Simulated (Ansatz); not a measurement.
## 3-layer antimonene (AA') in a perpendicular field

What dipole does a perpendicular field induce in the 3-layer antimonene (AA'), and does the gap follow? A positive field points along +c.

Main program and level: Ansatz 0.2.0; plane-wave DFT, PBE-D3(BJ), Ansatz PAW.

### 1. The starting structure

The cell holds 6 atoms: 6 Sb. Cell: a = 4.120 Å, b = 4.120 Å, c = 52.950 Å, α = 90.0°, β = 90.0°, γ = 120.0°. Regions: layer 1: antimonene, 2 atoms (2 Sb); layer 2: antimonene, 2 atoms (2 Sb); layer 3: antimonene, 2 atoms (2 Sb). Vacuum lies along c.

### 2. Relaxing the slab

The starting cell is a guess, so the in-plane lattice and the atoms are relaxed first, with the slab cut off from its images along the normal.

Input file input.yaml:

```yaml
crystal:
  lattice:
    - [4.12, 0.0, 0.0]
    - [-2.06, 3.5680246636, 0.0]
    - [0.0, 0.0, 52.9500000009]
  atoms:
    - { symbol: Sb, position: [0.6666666667, 0.3333333333, 0.3966005666] }
    - { symbol: Sb, position: [0.3333333333, 0.6666666667, 0.4277620397] }
    - { symbol: Sb, position: [0.3333333333, 0.6666666667, 0.4844192635] }
    - { symbol: Sb, position: [0.6666666667, 0.3333333333, 0.5155807365] }
    - { symbol: Sb, position: [0.6666666667, 0.3333333333, 0.5722379603] }
    - { symbol: Sb, position: [0.3333333333, 0.6666666667, 0.6033994334] }
  periodic: [true, true, false]
kpoints:
  mp_grid: { grid: [12, 12, 1] }
hamiltonian:
  xc: pbe
  dispersion: d3bj
scf:
  occupations: { method: fermi_dirac, width: 0.05 }
  convergence: { dr2_threshold: 1.0e-09 }
relax:
  f_tol: 0.004
  max_steps: 90
  cell: {}
output:
  write_potential: true
  write_density: true
  volumetric_format: npy
```

Started as:

```bash
$ ansatz run input.yaml --threads 4 --pin off --max-ram 8192MiB --backend cpu --events-out ev --progress --plain --runs-dir out
```

Numbers of over 12 decimals in the logs are rounded to 6 here.

What it wrote:

```text
Warning: relax.cell: scf.convergence.dr2_threshold = 1e-9 eV is looser than the 1.36704621223e-10 eV advised for a relaxation that steers and ends on the stress (1e-10 eV for each atom of the cell: 6, times the square of relax.cell.stress_2d_tol = 0.05 N/m over 20.9 Å (the atoms' height at the walk's start and 5 Å past either face), 2.387e-2 GPa, over a crystal's default 0.05). What an SCF threshold leaves in a stress goes as its square root, and in the free energy as the threshold itself, and one threshold admits the most on a small cell: [figures from the program's tests cut] Set scf.convergence.dr2_threshold to 1.36704621223e-10 eV or tighter. [rest of the remark cut]
Engine: ansatz 0.2.0, aarch64-unknown-linux-gnu
Pseudopotentials: kind: paw
Pseudopotential: Sb, paw, valence charge 15, recommended cutoff 420 eV (normal), Sb.paw.azcp
Functional definition: PBE
  parameter kappa = 0.804
  parameter beta = 0.066725
  exchange = pbe_x(kappa = kappa, mu = beta*pi^2/3)
  correlation = pbe_c(beta = beta)
Crystal: 6 atoms, lattice volume = 778.379 Å³
Basis set: ecut = 420 eV, 15057 PW (Γ), exchange–correlation on 60×60×720 points (8 copies of the dense FFT grid, shifted against one another)
Bands: 54, of which v1, the nominal top of the filled ones, is band 45 counted from 1 (44 counted from 0)
Symmetry: 12 space group operations
Space group: P-3m1 (ITA 164), of the structure as read, at distance tolerance 9.2e-5 Å
k-points: 19 of 144
Non-local potential: Sb, projectors of the file, l = 0: 2, l = 1: 2, l = 2: 2, l = 3: 2
PAW form: soft (Blöchl's): semilocal exchange-correlation on the pseudo side does not see the compensation charge
PAW one-centre angular grid: Sb, 590 points (default); XC on 64 Gauss nodes
Initial density: superposition of atomic densities (neutral atoms: chi_scale 0, normalization atom), corrected by the library's trained network
Initial wavefunctions: pseudopotential atomic-orbital guess
Functional: x = pbe(κ = 0.804, μ = 0.219515), c = pbe(β = 0.066725)
SCF iter   1: F=—  HF=-38907.742320 eV  |F-HF|=—  |Δ(HF+E_count)|=         —  Δρ=1.50e-3  dr2=2.93e-1  ethr=1.77e-3  ⟨swp⟩=16.7  Hψ=6596  notcnv=0  defer=10
preconditioner: auto → LDOS  [metal: Δε(μ)=0.113 eV  Ē_g=7.476 eV  σ=0.050 eV  W_gap=0.45  n_scr=110 (ndim 8)  ℏωp=7.3 eV  f_vac=0.717  D(μ)=2.62/eV (n_scr^D=12)  β→1.0]
SCF iter   2: F=—  HF=-38907.720381 eV  |F-HF|=—  |Δ(HF+E_count)|=   2.19e-2  Δρ=8.01e-4  dr2=1.07e-2  ethr=3.26e-4  ⟨swp⟩=3.9  Hψ=1593  notcnv=0  defer=29
SCF iter   3: F=—  HF=-38907.718213 eV  |F-HF|=—  |Δ(HF+E_count)|=   2.17e-3  Δρ=4.28e-4  dr2=6.97e-3  ethr=1.19e-5  ⟨swp⟩=3.0  Hψ=2230  notcnv=0  defer=29
SCF iter   4: F=—  HF=-38907.717570 eV  |F-HF|=—  |Δ(HF+E_count)|=   6.43e-4  Δρ=8.48e-5  dr2=7.72e-4  ethr=7.74e-6  ⟨swp⟩=2.9  Hψ=1999  notcnv=0  defer=29
SCF iter   5: F=—  HF=-38907.717547 eV  |F-HF|=—  |Δ(HF+E_count)|=   2.31e-5  Δρ=3.76e-5  dr2=3.69e-5  ethr=8.58e-7  ⟨swp⟩=1.9  Hψ=1209  notcnv=0  defer=29
SCF iter   6: F=—  HF=-38907.717539 eV  |F-HF|=—  |Δ(HF+E_count)|=   8.60e-6  Δρ=1.15e-5  dr2=3.26e-6  ethr=4.10e-8  ⟨swp⟩=3.2  Hψ=2102  notcnv=0  defer=29
SCF iter   7: F=—  HF=-38907.717569 eV  |F-HF|=—  |Δ(HF+E_count)|=   3.08e-5  Δρ=3.81e-6  dr2=1.53e-7  ethr=3.62e-9  ⟨swp⟩=2.8  Hψ=1999  notcnv=0  defer=29
SCF iter   8: F=—  HF=-38907.717570 eV  |F-HF|=—  |Δ(HF+E_count)|=   7.46e-8  Δρ=9.90e-7  dr2=9.72e-9  ethr=1.70e-10  ⟨swp⟩=3.0  Hψ=2150  notcnv=0  defer=29
SCF iter   9: F=—  HF=-38907.717570 eV  |F-HF|=—  |Δ(HF+E_count)|=   5.26e-8  Δρ=2.88e-7  dr2=1.20e-9  ethr=1.11e-12  ⟨swp⟩=12.6  Hψ=7785  notcnv=0
SCF iter  10: F=-38907.717570 eV  HF=-38907.717570 eV  |F-HF|=5.38e-10  |Δ(HF+E_count)|=   5.56e-9  Δρ=9.03e-8  dr2=7.75e-11  ethr=1.11e-12  ⟨swp⟩=9.8  Hψ=6261  notcnv=0
SCF 1 converged in 10 iterations: F = -38907.717570 eV  dr2 = 7.75e-11
  greatest PAW one-centre occupation: 0.996 electrons in one spin orbital (limit 2), on the Sb atom at site 3 (counted from 0), in its partial waves of l = 2
relax step   1: F+E_penalty+E_count = -38907.71756961 eV  Δ(F+E_penalty+E_count) = +0.000e0 eV  max|allowed force component| = 6.975e-1 eV/Å  Δτ_max = 0.0000 Å  P = -0.344 N/m  Ω = 778.379 Å³  fix = [c, alpha, beta]  reactions: c +0.000 N/m  (10 SCF iters, accepted)
Crystal: 6 atoms, lattice volume = 780.006 Å³
Initial density: handed on by an earlier stage of this run
Initial wavefunctions: those handed on with the density
iter 1 solved again at ethr=7.82e-5 eV; its pass at ethr=3.10e-3 eV (dr2=7.04e-2 eV) is discarded
SCF iter   1: F=—  HF=-38907.897338 eV  |F-HF|=—  |Δ(HF+E_count)|=         —  Δρ=3.10e-3  dr2=7.03e-2  ethr=7.82e-5  ⟨swp⟩=2.8  Hψ=5928  notcnv=0
preconditioner: auto → LDOS  [metal: Δε(μ)=0.092 eV  Ē_g=7.457 eV  σ=0.050 eV  W_gap=0.41  n_scr=110 (ndim 8)  ℏωp=7.3 eV  f_vac=0.711  D(μ)=2.50/eV (n_scr^D=12)  β→1.0]
SCF iter   2: F=—  HF=-38907.896214 eV  |F-HF|=—  |Δ(HF+E_count)|=   1.12e-3  Δρ=5.73e-4  dr2=6.96e-3  ethr=7.81e-5  ⟨swp⟩=2.7  Hψ=1536  notcnv=0
SCF iter   3: F=—  HF=-38907.895147 eV  |F-HF|=—  |Δ(HF+E_count)|=   1.07e-3  Δρ=3.56e-4  dr2=2.73e-3  ethr=7.73e-6  ⟨swp⟩=3.0  Hψ=2306  notcnv=0
SCF iter   4: F=—  HF=-38907.894693 eV  |F-HF|=—  |Δ(HF+E_count)|=   4.54e-4  Δρ=1.03e-4  dr2=2.99e-4  ethr=3.04e-6  ⟨swp⟩=2.4  Hψ=1867  notcnv=0
SCF iter   5: F=—  HF=-38907.894662 eV  |F-HF|=—  |Δ(HF+E_count)|=   3.16e-5  Δρ=3.64e-5  dr2=4.96e-5  ethr=3.32e-7  ⟨swp⟩=2.5  Hψ=1686  notcnv=0
SCF iter   6: F=—  HF=-38907.894652 eV  |F-HF|=—  |Δ(HF+E_count)|=   9.79e-6  Δρ=1.11e-5  dr2=1.55e-6  ethr=5.51e-8  ⟨swp⟩=3.2  Hψ=2065  notcnv=0
SCF iter   7: F=—  HF=-38907.894679 eV  |F-HF|=—  |Δ(HF+E_count)|=   2.67e-5  Δρ=2.84e-6  dr2=2.40e-7  ethr=1.72e-9  ⟨swp⟩=3.0  Hψ=2091  notcnv=0
SCF iter   8: F=—  HF=-38907.894679 eV  |F-HF|=—  |Δ(HF+E_count)|=   1.75e-7  Δρ=1.08e-6  dr2=1.39e-8  ethr=2.67e-10  ⟨swp⟩=3.6  Hψ=2136  notcnv=0
SCF iter   9: F=—  HF=-38907.894679 eV  |F-HF|=—  |Δ(HF+E_count)|=   3.67e-8  Δρ=5.77e-7  dr2=4.59e-9  ethr=1.54e-11  ⟨swp⟩=3.0  Hψ=2063  notcnv=0
SCF iter  10: F=-38907.894679 eV  HF=-38907.894679 eV  |F-HF|=3.24e-9  |Δ(HF+E_count)|=   1.38e-9  Δρ=1.03e-7  dr2=2.11e-10  ethr=1.11e-12  ⟨swp⟩=9.9  Hψ=7934  notcnv=0
SCF 2 converged in 10 iterations: F = -38907.894679 eV  dr2 = 2.11e-10
relax step   2: F+E_penalty+E_count = -38907.89467893 eV  Δ(F+E_penalty+E_count) = -1.771e-1 eV  max|allowed force component| = 3.887e-1 eV/Å  Δτ_max = 0.1947 Å  P = +0.497 N/m  Ω = 780.006 Å³  energy of the carried Pulay correction = -7.619e-5 eV  fix = [c, alpha, beta]  reactions: c +0.000 N/m  (10 SCF iters, accepted)
[...]
relax step   5: F+E_penalty+E_count = -38908.16445458 eV  Δ(F+E_penalty+E_count) = -7.638e-2 eV  max|allowed force component| = 1.128e-1 eV/Å  Δτ_max = 0.2000 Å  P = -0.266 N/m  Ω = 766.583 Å³  energy of the carried Pulay correction = +5.570e-4 eV  fix = [c, alpha, beta]  reactions: c -0.000 N/m  (9 SCF iters, accepted)
relax step   6: F+E_penalty+E_count = -38908.19424598 eV  Δ(F+E_penalty+E_count) = -2.979e-2 eV  max|allowed force component| = 8.881e-2 eV/Å  Δτ_max = 0.1716 Å  P = +0.118 N/m  Ω = 756.543 Å³  energy of the carried Pulay correction = +1.038e-3 eV  fix = [c, alpha, beta]  reactions: c +0.000 N/m  (9 SCF iters, accepted)
relax step   7: F+E_penalty+E_count = -38908.18776900 eV  Δ(F+E_penalty+E_count) = +6.477e-3 eV  max|allowed force component| = 1.689e-1 eV/Å  Δτ_max = 0.1781 Å  P = -0.763 N/m  Ω = 773.277 Å³  energy of the carried Pulay correction = +2.399e-4 eV  fix = [c, alpha, beta]  (9 SCF iters, rejected (line search))
relax step   8: F+E_penalty+E_count = -38908.20169852 eV  Δ(F+E_penalty+E_count) = -7.453e-3 eV  max|allowed force component| = 1.151e-2 eV/Å  Δτ_max = 0.0891 Å  P = +0.049 N/m  Ω = 758.173 Å³  energy of the carried Pulay correction = +9.593e-4 eV  fix = [c, alpha, beta]  reactions: c +0.000 N/m  (9 SCF iters, accepted)
relax step   9: F+E_penalty+E_count = -38908.20293883 eV  Δ(F+E_penalty+E_count) = -1.240e-3 eV  max|allowed force component| = 2.808e-3 eV/Å  Δτ_max = 0.0513 Å  P = -0.002 N/m  Ω = 758.237 Å³  energy of the carried Pulay correction = +9.563e-4 eV  fix = [c, alpha, beta]  reactions: c -0.000 N/m  (9 SCF iters, accepted)
relax step  10: F+E_penalty+E_count = -38908.20299784 eV  Δ(F+E_penalty+E_count) = -5.902e-5 eV  max|allowed force component| = 4.335e-4 eV/Å  Δτ_max = 0.0123 Å  P = -0.000 N/m  Ω = 758.093 Å³  energy of the carried Pulay correction = +9.632e-4 eV  fix = [c, alpha, beta]  reactions: c -0.000 N/m  (7 SCF iters, accepted)
Initial wavefunctions: pseudopotential atomic-orbital guess (no wavefunctions were taken with the density)
iter 1 solved again at ethr=4.90e-7 eV; its pass at ethr=3.10e-3 eV (dr2=4.41e-4 eV) is discarded
SCF iter   1: F=—  HF=-38908.201953 eV  |F-HF|=—  |Δ(HF+E_count)|=         —  Δρ=1.25e-5  dr2=1.54e-7  ethr=4.90e-7  ⟨swp⟩=5.2  Hψ=9298  notcnv=0
eigensolver tolerance schedule: the retry pair's looser diagonalisation over-reported the residual by 2871.53 of it (diagonalisation noise at 0.83 of the residual, at the tolerance the schedule requests for it); recorded, not acted on — ethr = c·dr2/N_el stays at c = 1.0e-1
preconditioner: auto → Resta (q_TF=auto, 1.913 Å⁻¹)  ε∞=2.0  [insulator: Δε(μ)=0.697 eV  Ē_g=7.325 eV  σ=0.050 eV  W_gap=1.00  n_scr=98 (ndim 8)  ℏωp=7.4 eV  f_vac=0.678  D(μ)=0.01/eV (n_scr^D=0)  ε∞_Penn≈2.0  vacuum switching on, ρ_ref=3.9e-3 e/Å³]
SCF iter   2: F=—  HF=-38908.201977 eV  |F-HF|=—  |Δ(HF+E_count)|=   2.46e-5  Δρ=6.79e-6  dr2=5.68e-8  ethr=1.71e-10  ⟨swp⟩=4.9  Hψ=3173  notcnv=0
SCF iter   3: F=—  HF=-38908.201977 eV  |F-HF|=—  |Δ(HF+E_count)|=   1.39e-7  Δρ=1.82e-6  dr2=5.43e-8  ethr=6.31e-11  ⟨swp⟩=2.9  Hψ=2006  notcnv=0
SCF iter   4: F=—  HF=-38908.201977 eV  |F-HF|=—  |Δ(HF+E_count)|=   1.03e-8  Δρ=8.81e-7  dr2=4.59e-8  ethr=6.03e-11  ⟨swp⟩=2.5  Hψ=1319  notcnv=0
SCF iter   5: F=—  HF=-38908.201977 eV  |F-HF|=—  |Δ(HF+E_count)|=   4.17e-9  Δρ=4.13e-7  dr2=2.96e-9  ethr=5.10e-11  ⟨swp⟩=2.1  Hψ=1342  notcnv=0
SCF iter   6: F=-38908.201977 eV  HF=-38908.201977 eV  |F-HF|=3.64e-11  |Δ(HF+E_count)|=  3.86e-10  Δρ=9.78e-8  dr2=5.27e-10  ethr=1.11e-12  ⟨swp⟩=11.8  Hψ=8250  notcnv=0
SCF 11 converged in 6 iterations: F = -38908.201977 eV  dr2 = 5.27e-10
relax step  11: F+E_penalty+E_count = -38908.20197745 eV  Δ(F+E_penalty+E_count) = +1.020e-3 eV  max|allowed force component| = 3.650e-4 eV/Å  Δτ_max = 0.0000 Å  P = +0.003 N/m  Ω = 758.093 Å³  fix = [c, alpha, beta]  reactions: c +0.000 N/m  stress off target by 3.49e-3 N/m on what of the cell is left free  SCF on the basis re-selected at this cell (its energy is not comparable with the rows above)  (6 SCF iters)
basis re-selected at this cell: Δ(F+E_penalty+E_count) = +1.020e-3 eV, ΔP = +0.004 N/m vs the last step (what re-selecting the basis moved, of the pressure what is left beyond the Pulay correction that the steps carried, after the strain that the cell walked since its last selection, with what the two solves' SCF thresholds leave and, on support functions, any second-order correction that the steps lacked; it is no m [...]
WARN: The output density's exchange-correlation potential varies sharply where the density is thin. Do not read a vacuum level from v_tot or v_xc, or from such a field of the output density. On a cell that repeats whose density bears no net charge and no dipole along the vacuum's axis use v_es (v_loc + v_h of the components); under efield.dipole_correction with no amplitude use v_es + v_field, which holds any externa [...]
SCF converged after 6 iterations
Free energy (F): -38908.201977 eV
Harris-Foulkes:  -38908.201977 eV  (|F-HF|=3.64e-11)
Internal energy: -38908.201859 eV  (E = F + TS)
E sigma→0 (E₀):  -38908.201918 eV
Entropy (-TS):   -0.000119 eV (-0.020 meV/atom)
Fermi energy:    -4.244010 eV
--- Per-component energies (eV) ---
  E_band       = -2274.716432
  E_kinetic    = 1239.756514
  E_local      = -410237.764539  (includes V_loc(G=0)·N_el)
  E_nonlocal   = 2172.786251
  E_hartree    = 204045.032202
  E_xc         = -828.372639
  E_vxc        = -573.992624  (∫ρ·V_xc dr)
  E_paw        = -27451.442313  (= ΣΔE_a)
  E_vpaw       = -2965.576395  (= ΣTr[D̂ρ^β])
  E_aug_tail   = -0.000009  (compensation charges beyond the density's cutoff)
  E_ewald      = 192153.610591
  E_disp       = -1.807917  (pairwise vdW)
  E_smearing   = -0.000119  (= −TS)
  E_closure    = -0.000000  (closes the sum)
  Σ components = -38908.201977   (vs F -38908.201977, Δ=0.00e0)
--- Forces (eV/Å), atoms counted from 1 ---
  atom   1  Sb     0.00000000     0.00000000    -0.00028178
  atom   2  Sb     0.00000000    -0.00000000    -0.00006380
  atom   3  Sb    -0.00000000    -0.00000000     0.00036502
  atom   4  Sb    -0.00000000     0.00000000    -0.00036502
  atom   5  Sb     0.00000000     0.00000000     0.00006380
  atom   6  Sb    -0.00000000    -0.00000000     0.00028178
  max |Σ_I F_I| component: 1.85e-17 eV/Å
--- 2D stress c σ (N/m, compression-positive) ---
        0.003490      -0.000000      -0.000000
       -0.000000       0.003490       0.000000
       -0.000000       0.000000       0.000000
  P = ½ c Tr σ = 0.0035 N/m
--- Band table (eV; the first three rows and the last of 19) ---
  k-point 0: bands = [... 41 lower, -4.7113, -4.7062, -4.6786, -4.6786, -3.2257, -2.8730, -2.6536, -2.0224, ... 5 higher]
  k-point 1: bands = [... 41 lower, -4.9329, -4.8901, -4.8576, -4.6397, -2.7260, -2.4858, -2.3226, -2.1319, ... 5 higher]
  k-point 2: bands = [... 41 lower, -5.3276, -5.2850, -5.2525, -4.6444, -3.1402, -2.9473, -2.7486, -1.5837, ... 5 higher]
  k-point 18: bands = [... 41 lower, -6.6841, -6.6841, -6.3289, -6.3289, -3.7553, -3.4358, -3.1104, -1.8547, ... 5 higher]
  the weakly bound empty levels are not read free of the cell's end (no_gap_told)
--- Relaxed structure (10 steps of the walk, 9 accepted, 1 SCFs on fresh bases) ---
  F+E_penalty+E_count = -38908.20197745 eV   max|allowed force component| = 3.650e-4 eV/Å   (the final SCF, on the basis selected at the relaxed cell)
  cell:  # Å, volume = 758.0929 Å³
    - [4.065958, 0.0, 0]
    - [-2.032979, 3.521223, 0]
    - [0, 0, 52.9500000009]
  atoms:
    - { symbol: Sb, position: [0.666667, 0.333333, 0.377150] }
    - { symbol: Sb, position: [0.333333, 0.666667, 0.408359] }
    - { symbol: Sb, position: [0.333333, 0.666667, 0.484386] }
    - { symbol: Sb, position: [0.666667, 0.333333, 0.515614] }
    - { symbol: Sb, position: [0.666667, 0.333333, 0.591641] }
    - { symbol: Sb, position: [0.333333, 0.666667, 0.622850] }
```

Wall time 2.3 min (4 threads of Arm Neoverse V1, shared host); peak memory 1.6 GiB.

Step by step:

```
step  energy less that of the first step (eV)  largest force component (eV/Å)  volume (Å³)
   1                                   0.0000                          0.6975       778.38
   2                                  -0.1771                          0.3887       780.01
   3                                  -0.2721                          0.3650       776.79
   4                                  -0.3705                          0.3066       764.56
   5                                  -0.4469                          0.1128       766.58
   6                                  -0.4767                          0.0888       756.54
   7                                  -0.4702                          0.1689       773.28
   8                                  -0.4841                          0.0115       758.17
   9                                  -0.4854                          0.0028       758.24
  10                                  -0.4854                          0.0004       758.09
 11*                                  -0.4844                          0.0004       758.09
```

Relaxation steps marked * repeat the geometry before them on a plane-wave basis chosen anew for their cell, so energy and pressure can jump there. Relaxation step 7 was tried and not accepted.

Forces are held to the 12 operations that the run works with; a distortion that breaks them can't arise in this run.

```
cell as run  before  after  change
      a (Å)   4.120  4.066  -1.3 %
      b (Å)   4.120  4.066  -1.3 %
```

The atoms that moved most (Å, along periodic axes as changes of fractional coordinates times the final cell, across vacuum about the mean position):

```
atom     dx     dy      dz  length
 Sb1  0.000  0.000  -1.030   1.030
 Sb6  0.000  0.000   1.030   1.030
 Sb5  0.000  0.000   1.027   1.027
 Sb2  0.000  0.000  -1.027   1.027
```

Final coordinates:

```cif
data_structure
_symmetry_space_group_name_H-M 'P 1'
_symmetry_Int_Tables_number 1
_cell_length_a 4.0660
_cell_length_b 4.0660
_cell_length_c 52.9500
_cell_angle_alpha 90.000
_cell_angle_beta 90.000
_cell_angle_gamma 120.000
_cell_volume 758.09
loop_
_atom_site_label
_atom_site_type_symbol
_atom_site_fract_x
_atom_site_fract_y
_atom_site_fract_z
_atom_site_occupancy
Sb1 Sb 0.66667 0.33333 0.37715 1
Sb2 Sb 0.33333 0.66667 0.40836 1
Sb3 Sb 0.33333 0.66667 0.48439 1
Sb4 Sb 0.66667 0.33333 0.51561 1
Sb5 Sb 0.66667 0.33333 0.59164 1
Sb6 Sb 0.33333 0.66667 0.62285 1
```

Numbers from this step:

| Quantity | Value |
| --- | --- |
| energy at zero smearing | -38908.2019 eV |

The lattice constant a goes from 4.120 to 4.066 Å.

(Part 1 of 3 ends here.)

[Logs are printed without paths, hosts, clocks, repeated set-up lines and the standing remarks that a program may print on its own settings, such as how far it seeks lower states.]

[Hosts, paths, dates, database ids (printed as entryN), source tags and the programs' standing remarks are cut or masked in the printed files.]

[Maps of the electrostatic potential energy from Ansatz leave out the sawtooth potential of an applied field or a dipole correction, so their vacuum need not be flat; planar profiles and work functions include it.]
